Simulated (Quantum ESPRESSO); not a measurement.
# Canted and collinear textures of CaMn2As2

The moments of CaMn2As2 start in several directions and relax. Which textures last, and at what energy?

Main program and level: Quantum ESPRESSO 7.5; LDA; plane waves with GBRV 1.5 LDA potentials, no spin-orbit coupling.

Most raw output is cut from this account.

## (1) The starting structure

It takes space group P-3m1 (No. 164, trigonal). The conventional cell has a = 4.000 Å, b = 4.000 Å, c = 6.996 Å, α = 90.00°, β = 90.00°, γ = 120.00°. Ca has 6 As at 2.99 Å nearest. Mn has 4 As at 2.41 to 2.44 Å nearest. As has 4 Mn at 2.41 to 2.44 Å and 3 Ca at 2.99 Å nearest. Farther neighbours are not listed.

The cell comes from Materials Project 2023-11-01, a database of computed structures, and need not be the stable phase.

## (2) Start 1: collinear parallel

File pw.in:

```
&CONTROL
  calculation = 'scf'
  prefix = 'pwscf'
  outdir = './tmp'
  pseudo_dir = './pseudo'
  disk_io = 'nowf'
/
&SYSTEM
  ibrav = 0
  nat = 5
  ntyp = 3
  ecutwfc = 34
  ecutrho = 238
  nbnd = 68
  occupations = 'smearing'
  smearing = 'fd'
  degauss = 0.00734986
  noncolin = .true.
  starting_magnetization(1) = 0
  starting_magnetization(2) = 0.2333
  angle1(2) = 0
  angle2(2) = 0
  starting_magnetization(3) = 0
/
&ELECTRONS
  conv_thr = 1d-08
  electron_maxstep = 150
  mixing_beta = 0.3
/
ATOMIC_SPECIES
Ca     40.0780 ca_lda_v1.uspp.F.UPF
Mn     54.9380 mn_lda_v1.5.uspp.F.UPF
As     74.9216 as_lda_v1.uspp.F.UPF
CELL_PARAMETERS angstrom
   4.0003377127    0.0000000000    0.0000000000
  -2.0001688564    3.4643940829    0.0000000000
   0.0000000000    0.0000000000    6.9955350000
ATOMIC_POSITIONS crystal
Ca      0.0000000000    0.0000000000    0.0000000000
Mn      0.3333333300    0.6666666700    0.6158690000
Mn      0.6666666700    0.3333333300    0.3841310000
As      0.6666666700    0.3333333300    0.7290990000
As      0.3333333300    0.6666666700    0.2709010000
K_POINTS automatic
5 5 3 0 0 0
```

On the command line:

```console
> OMP_NUM_THREADS=1 mpirun -n 4 pw.x -nk 4 -in pw.in > pw.out
```

Wall time 35 s (4 MPI ranks of Arm Neoverse V1, shared host); peak memory 0.63 GiB; 2.4 min of CPU time.

Spin moment in the atom's sphere by atom:

```tsv
atom	x (μB)	y (μB)	z (μB)	size
Ca1	0.00	0.00	-0.01	0.01
Mn2	0.00	0.00	2.31	2.31
Mn3	0.00	0.00	2.31	2.31
As4	0.00	0.00	-0.07	0.07
As5	0.00	0.00	-0.07	0.07
```

Numbers from this step:

- smearing term TS: 0.1284 eV
- magnetization: 0, 0, 4.789 μB
- absolute magnetization: 5.281 μB
- final state: ferromagnetic

## (3) Start 2: two sublattices 60 degrees apart

pw.in: that of step 2 with these lines changed.

```diff
@@ -10,3 +10,3 @@
   nat = 5
-  ntyp = 3
+  ntyp = 4
   ecutwfc = 34
@@ -20,5 +20,8 @@
   starting_magnetization(2) = 0.2333
-  angle1(2) = 0
+  angle1(2) = 90
   angle2(2) = 0
-  starting_magnetization(3) = 0
+  starting_magnetization(3) = 0.2333
+  angle1(3) = 90
+  angle2(3) = 60
+  starting_magnetization(4) = 0
 /
@@ -31,3 +34,4 @@
 Ca     40.0780 ca_lda_v1.uspp.F.UPF
-Mn     54.9380 mn_lda_v1.5.uspp.F.UPF
+Mn1    54.9380 mn_lda_v1.5.uspp.F.UPF
+Mn2    54.9380 mn_lda_v1.5.uspp.F.UPF
 As     74.9216 as_lda_v1.uspp.F.UPF
@@ -39,4 +43,4 @@
 Ca      0.0000000000    0.0000000000    0.0000000000
-Mn      0.3333333300    0.6666666700    0.6158690000
-Mn      0.6666666700    0.3333333300    0.3841310000
+Mn1     0.3333333300    0.6666666700    0.6158690000
+Mn2     0.6666666700    0.3333333300    0.3841310000
 As      0.6666666700    0.3333333300    0.7290990000
```

It took 7.3 min on 4 MPI ranks; peak memory 0.85 GiB.

Spin moment in the atom's sphere by atom:

```tsv
atom	x (μB)	y (μB)	z (μB)	size
Ca1	0.00	0.00	0.00	0.01
Mn2	2.00	1.15	0.00	2.31
Mn3	2.00	1.15	0.00	2.31
As4	-0.06	-0.04	0.00	0.07
As5	-0.06	-0.04	0.00	0.07
```

Read from the output:

```
smearing term TS       : 0.1284 eV
magnetization          : 4.15, 2.39, 0 μB
absolute magnetization : 5.281 μB
final state            : ferromagnetic
```

## (4) Start 3: collinear alternating

pw.in: that of step 3 with these lines changed.

```diff
@@ -20,7 +20,7 @@
   starting_magnetization(2) = 0.2333
-  angle1(2) = 90
+  angle1(2) = 0
   angle2(2) = 0
   starting_magnetization(3) = 0.2333
-  angle1(3) = 90
-  angle2(3) = 60
+  angle1(3) = 180
+  angle2(3) = 0
   starting_magnetization(4) = 0
```

Run time: 45 s. Hardware: 4 MPI ranks; peak memory 0.59 GiB.

Spin moment in the atom's sphere by atom:

```tsv
atom	x (μB)	y (μB)	z (μB)	size
Ca1	0.00	0.00	0.00	0.00
Mn2	0.00	0.00	2.95	2.95
Mn3	0.00	0.00	-2.95	2.95
As4	0.00	0.00	-0.01	0.01
As5	0.00	0.00	0.01	0.01
```

Read from the output:

| Quantity | Value |
| --- | --- |
| smearing term TS | 0.09992 eV |
| magnetization | 0, 0, 0 μB |
| absolute magnetization | 6.745 μB |
| final state | antiferromagnetic |

## (5) Start 4: random 1

pw.in: that of step 4 with these lines changed.

```diff
@@ -19,9 +19,10 @@
   starting_magnetization(1) = 0
-  starting_magnetization(2) = 0.2333
-  angle1(2) = 0
-  angle2(2) = 0
+  starting_magnetization(2) = 0.2334
+  angle1(2) = 39.2
+  angle2(2) = 32.005
   starting_magnetization(3) = 0.2333
-  angle1(3) = 180
-  angle2(3) = 0
+  angle1(3) = 92.522
+  angle2(3) = -143.302
   starting_magnetization(4) = 0
+  nosym = .true.
 /
```

Run time: 4.9 min. Hardware: 4 MPI ranks; peak memory 0.84 GiB; 19 min of CPU time.

Spin moment in the atom's sphere by atom:

```tsv
atom	x (μB)	y (μB)	z (μB)	size
Ca1	0.00	0.00	0.00	0.00
Mn2	2.16	1.51	1.32	2.95
Mn3	-2.16	-1.51	-1.32	2.95
As4	-0.01	0.00	0.00	0.01
As5	0.01	0.00	0.00	0.01
```

Read from the output:

```yaml
smearing_term_ts: 0.09990 eV
magnetization: 0, 0, -0.001 μB
absolute_magnetization: 6.745 μB
final_state: antiferromagnetic
```

## (6) Ranking

Textures, by row:

```tsv
start	final state	energy over the lowest (meV a seeded atom)	smallest moment (μB)	largest moment (μB)	net moment (μB a cell)	angles to the first moment (degrees)
collinear parallel	ferromagnetic	131.6	2.307	2.307	4.789	0
two sublattices 60 degrees apart	ferromagnetic	131.6	2.307	2.308	4.789	0
collinear alternating	antiferromagnetic	0	2.948	2.948	0	180
random 1	antiferromagnetic	0	2.948	2.948	0.001048	180
```

## (7) Results

* lowest start: collinear alternating and random 1
* its final state: antiferromagnetic
* its moments: 2.95 μB
* its net moment: 0 μB a cell

In words: No finished start ends non-collinear. The mesh is coarse, so differences of some ten meV can be noise where moments are itinerant. Without spin–orbit coupling only the angles between moments matter. The cell holds only so many moments, so longer spirals cannot form in it. Energies are free energies at an electronic temperature of 1160 K, which lowers moments and differences where the moments are itinerant. The cutoff lies under the 40 Ry that these files are usually run at.

[Logs and program files are shortened in this print: banners, set-up blocks, solver, clock and traceback lines can be left out without a mark of their own.]

[Logs are printed without paths, hosts, clocks, repeated set-up lines and the standing remarks that a program may print on its own settings, such as how far it seeks lower states.]

[Hosts, paths, dates, database ids (printed as entryN), source tags and the programs' standing remarks are cut or masked in the printed files.]

[Where a cell is said to come from a database of computed structures, the database is the Materials Project.]
